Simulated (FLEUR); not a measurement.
## NiS: one coupling from two orders, and a test

Aim: get Heisenberg couplings of NiS from the energies of collinear orders, with pencil and paper, and test them on an order left out of the fit.

Main program and level: FLEUR MaX-R8.1; PBEsol with U = 6.9 eV, J = 0.9 eV on Ni d; all-electron FLAPW, Dirac cores, scalar-relativistic bands.

The database entry behind the starting cell differs from later determinations by our own check (about 0.4 % short), so it need not match the best structure at ambient conditions.

## 1. The starting structure

Symmetry: P6_3/mmc, No. 194, hexagonal system. Conventional cell: a = 3.425 Å, b = 3.425 Å, c = 5.340 Å, α = 90.00°, β = 90.00°, γ = 120.00°. Nearest to Ni lie 6 S at 2.39 Å and 2 Ni at 2.67 Å. Nearest to S lie 6 Ni at 2.39 Å. Farther neighbours and most contacts between anions are not listed.

Coordinates:

```xyz
4
Lattice="3.4250 0.0000 0.0000 -1.7125 2.9661 0.0000 0.0000 0.0000 5.3400" Properties=species:S:1:pos:R:3 pbc="T T T"
Ni    0.0000    0.0000    0.0000
Ni    0.0000    0.0000    2.6700
S     0.0000    1.9774    1.3350
S     1.7125    0.9887    4.0050
```

## 2. The parallel order

All energies count from this run. A Hubbard U acts on the open shell, since semilocal functionals spread its electrons too much.

inpgen writes inp.xml from crystal.txt; cutoffs, mixing, functional, smearing and local orbitals are then set in the file. The k list default-1 (kpts.xml, not shown) is a Γ-centred 8×8×4 mesh; where the ranks do not divide the number of points, some are split in two of half the weight.

inp.xml

```
<?xml version="1.0" encoding="UTF-8" standalone="no"?>
<fleurInput fleurInputVersion="0.39">
   <comment>
      NiS
   </comment>
   <calculationSetup>
      <cutoffs Kmax="4.31" Gmax="12.9" GmaxXC="12.9" numbands="0"/>
      <scfLoop itmax="130" minDistance="0.0001" maxIterBroyd="15" imix="Anderson" alpha="0.05" precondParam="0.0" spinf="2.0" sdNocoIR="T"/>
      <coreElectrons ctail="T" frcor="F" kcrel="0" coretail_lmax="0"/>
      <xcFunctional name="PBEs" relativisticCorrections="F"/>
      <magnetism jspins="2"/>
      <soc l_soc="F" theta="0.0" phi="0.0" spav="F"/>
      <expertModes spex="0" secvar="F"/>
      <geometryOptimization l_f="F" forcealpha="1.0" forcemix="BFGS" epsdisp="0.00001" epsforce="0.00001"/>
      <ldaU l_linMix="F" mixParam="0.05" spinf="1.0"/>
   </calculationSetup>
   <cell>
      <bzIntegration valenceElectrons="48.0" mode="hist" fermiSmearingEnergy="0.00110248">
         <kPointListSelection listName="default-1"/>
         <xi:include xmlns:xi="http://www.w3.org/2001/XInclude" href="kpts.xml"> </xi:include>
      </bzIntegration>
      <xi:include xmlns:xi="http://www.w3.org/2001/XInclude" href="sym.xml"> </xi:include>
      <bulkLattice scale="1.0">
         <bravaisMatrix>
            <row-1>    6.4723119767927937    -0.0000000000188973     0.0000000000000000</row-1>
            <row-2>   -3.2361559883963968     5.6051865931226841     0.0000000000000000</row-2>
            <row-3>    0.0000000000000000     0.0000000000000000    10.0911375053639993</row-3>
         </bravaisMatrix>
      </bulkLattice>
   </cell>
   <atomSpecies>
      <species name="Nickel (Ni2.000" element="Ni" atomicNumber="28">
         <mtSphere radius="2.46" gridPoints="813" logIncrement="0.015"/>
         <atomicCutoffs lmax="10" lnonsphr="8"/>
         <electronConfig flipSpins="F">
            <coreConfig>(1s1/2) (2s1/2) (2p1/2) (2p3/2)</coreConfig>
            <valenceConfig>(3s1/2) (3p1/2) (3p3/2) (4s1/2) (3d3/2) (3d5/2)</valenceConfig>
            <stateOccupation state="(3d3/2)" spinUp="2.0" spinDown="1.2"/>
            <stateOccupation state="(3d5/2)" spinUp="3.0" spinDown="1.8"/>
         </electronConfig>
         <energyParameters s="4" p="4" d="3" f="4"/>
         <ldaU l="2" U="6.9" J="0.9" l_amf="F"/>
         <lo type="SCLO" l="0" n="3" eDeriv="0"/>
         <lo type="SCLO" l="1" n="3" eDeriv="0"/>
      </species>
      <species name="Sulfur (S)" element="S" atomicNumber="16">
         <mtSphere radius="1.74" gridPoints="575" logIncrement="0.02"/>
         <atomicCutoffs lmax="6" lnonsphr="4"/>
         <electronConfig flipSpins="F">
            <coreConfig>(1s1/2) (2s1/2) (2p1/2) (2p3/2)</coreConfig>
            <valenceConfig>(3s1/2) (3p1/2) (3p3/2)</valenceConfig>
            <stateOccupation state="(3p1/2)" spinUp="0.666667" spinDown="0.666667"/>
            <stateOccupation state="(3p3/2)" spinUp="1.333333" spinDown="1.333333"/>
         </electronConfig>
         <energyParameters s="3" p="3" d="3" f="4"/>
      </species>
   </atomSpecies>
   <atomGroups>
      <atomGroup species="Nickel (Ni2.000">
         <relPos label="                   1">.0000000000 .0000000000 .0000000000</relPos>
         <relPos label="                   2">.0000000000 .0000000000 1.000/2.000</relPos>
         <force calculate="T" relaxXYZ="TTT"/>
      </atomGroup>
      <atomGroup species="Sulfur (S)">
         <relPos label="                   3">1.000/3.000 -1.000/3.000 1.000/4.000</relPos>
         <relPos label="                   4">-1.000/3.000 1.000/3.000 -1.000/4.000</relPos>
         <force calculate="T" relaxXYZ="TTT"/>
      </atomGroup>
   </atomGroups>
   <output dos="F" band="F" slice="F">
      <bandDOS minEnergy="-.5*Htr" maxEnergy="0.5*Htr" sigma="0.015" storeEVData="T"/>
      <plotting iplot="0" polar="F">
         <plot TwoD="T" vec1="  1.0  0.0  0.0" vec2="  0.0  1.0  0.0" vec3="  0.0  0.0  1.0" zero="  0.0  0.0  0.0" file="plot"/>
      </plotting>
      <moessbauerParams electricFieldGradient="F" isomerShift="F" coreHyperfine="F" valenceHyperfine="F"/>
   </output>
</fleurInput>
```

crystal.txt

```
NiS
&input film=F cartesian=F /
3.42500000002  -0.00000000001  0.00000000000
-1.71250000001  2.96613700798  0.00000000000
0.00000000000  0.00000000000  5.34000000000
1.8897261246
1.0 1.0 1.0

4
28 0.00000000000  0.00000000000  0.00000000000 : 2.000
28 0.00000000000  0.00000000000  0.50000000000 : 2.000
16 0.33333333333  0.66666666667  0.25000000000
16 0.66666666667  0.33333333333  0.75000000000

&kpt div1=8 div2=8 div3=4 gamma=T /
```

The run is started by

```bash
$ OMP_NUM_THREADS=1 inpgen -f crystal.txt > inpgen.log  # inp.xml is then edited as shown
$ OMP_NUM_THREADS=1 mpirun -n 4 fleur_MPI > fleur.log
```

Output:

```text
Welcome to FLEUR        (www.flapw.de)
      MaX-Release 8.1          (www.max-centre.eu)

 ========== k-point set info ==========
 Selected k-point list: default-1
 k-point list type: mesh
 0 x 0 x 0
 Number of k points: 32

 [... set-up left out ...]
 no density matrix found ... skipping LDA+U
 Reset of history
 Iteration:     1   Distance:      37.14048482 me/bohr^3
 Iteration:     2   Distance:      36.74915200 me/bohr^3
 Iteration:     3   Distance:      32.47368311 me/bohr^3
 Iteration:     4   Distance:      24.02424798 me/bohr^3
[...]
[... left out ...]
            <freeEnergy value="-3836.1029303996"/>
            <extrapolationTo0K value="-3836.1029291706"/>
         </totalEnergy>
         [... left out ...]
         <ldaUDensityMatrixConvergence>
            <distance spin="1" distance="0.000000"/>
            <distance spin="2" distance="0.000002"/>
         </ldaUDensityMatrixConvergence>
         <densityConvergence units="me/bohr^3">
            <chargeDensity spin="1" distance="0.0000108226"/>
            <chargeDensity spin="2" distance="0.0000489013"/>
            <overallChargeDensity distance="0.0000579292"/>
            <spinDensity distance="0.0000407572"/>
         </densityConvergence>
      </iteration>
```

Run time: 46 s. Hardware: 4 MPI ranks of Intel Xeon Platinum 8488C (Sapphire Rapids), shared host; peak memory 0.3 GiB; 3.1 min of CPU time.

Spin moment in the muffin-tin sphere by atom:

| atom | spin moment in the muffin-tin sphere (μB) |
| --- | --- |
| Ni1 | 1.63 |
| Ni2 | 1.63 |
| S3 | 0.21 |
| S4 | 0.21 |

Numbers from this step:

```yaml
free_energy: -104385.6785 eV
program_s_band_gap_on_this_mesh_in_a_metal_only_a_level_spacing: 0.3003 eV
magnetization: 4.000 μB
final_state: ferromagnetic
```

After 28 cycles the largest moment stands at 1.63 μB.

## 3. The orders used for the fit

The other orders were run with the same settings, on meshes that hold the same points. Free energies are divided by the number of Ni atoms; q is in fractions of the reciprocal vectors of the first run's cell.

| order | atoms | mesh | free energy (eV) | eV per Ni | largest moment (μB) |
| --- | --- | --- | --- | --- | --- |
| F ++ | 4 | 8×8×4 | -104385.6785 | -52192.8393 | 1.63 |
| AF q=(0,1/2,0) +--+ | 8 | 8×4×4 | -208771.8298 | -52192.9574 | 1.51 |

## 4. Counting neighbours

With E = −Σ J e_i·e_j over ordered pairs of unit vectors, turning a neighbour from parallel to opposed costs 2J a Ni atom. So an order lies 2 Σ n J over the parallel one, n being the opposed neighbours in each shell.

| shell | distance (Å) | neighbours | opposed in AF q=(0,1/2,0) +--+ | opposed in AF q=(0,0,1/2) +-+- |
| --- | --- | --- | --- | --- |
| J1 | 2.67 | 2 | 2 | 1 |
| J2 | 3.42 | 6 | 4 | 0 |

Only J1 is kept.

## 5. Solving

```
2 × 2 × J1 = -118.2 meV    (AF q=(0,1/2,0) +--+)
J1 = -29.55 meV
```

## 6. The test

The couplings now give the orders that were left out:

```
2 × 1 × (-29.55) = -59.1 meV    (AF q=(0,0,1/2) +-+-)
```

The runs themselves:

| order | atoms | mesh | free energy (eV) | eV per Ni | largest moment (μB) | over the parallel order (meV) | foretold (meV) |
| --- | --- | --- | --- | --- | --- | --- | --- |
| AF q=(0,0,1/2) +-+- | 8 | 8×8×2 | -208771.8732 | -52192.9683 | 1.49 | -129.0 | -59.1 |

## 7. One more shell

One try is to add the next shell, though changing moments can also cause the miss. Both differences then fix both couplings, and no order is left for a test.

```
2 × 2 × J1 + 2 × 4 × J2 = -118.2 meV    (AF q=(0,1/2,0) +--+)
2 × 1 × J1 = -129.0 meV    (AF q=(0,0,1/2) +-+-)
J1 = -64.50 meV
J2 = +17.48 meV
```

## 8. What came out

```json
{"effective coupling of the reversed pairs, counted on J1 (Ni–Ni at 2.67 Å)": "-29.6 meV", "largest miss on the orders left out": "70 meV", "J1 with two shells": "-64.5 meV", "J2 with two shells": "17.5 meV"}
```

In words: The model misses the order left out by 70 meV, 54 % of the largest distance from the parallel order, so it fails: these couplings alone don't describe the crystal. With the next shell added the couplings are J1 = -64.50 and J2 = +17.48 meV, untested. The largest moments of the orders differ by 8.7 % of the greatest. One difference fixes one number: it sums all reversed shells and need not be the coupling of the nearest one, even in sign.

[Logs and program files are shortened in this print: banners, set-up blocks, solver, clock and traceback lines can be left out without a mark of their own.]

[Logs are printed without paths, hosts, clocks, repeated set-up lines and the standing remarks that a program may print on its own settings, such as how far it seeks lower states.]

[Hosts, paths, dates, database ids (printed as entryN), source tags and the programs' standing remarks are cut or masked in the printed files.]

[Where a cell is said to come from a database of computed structures, the database is the Materials Project.]
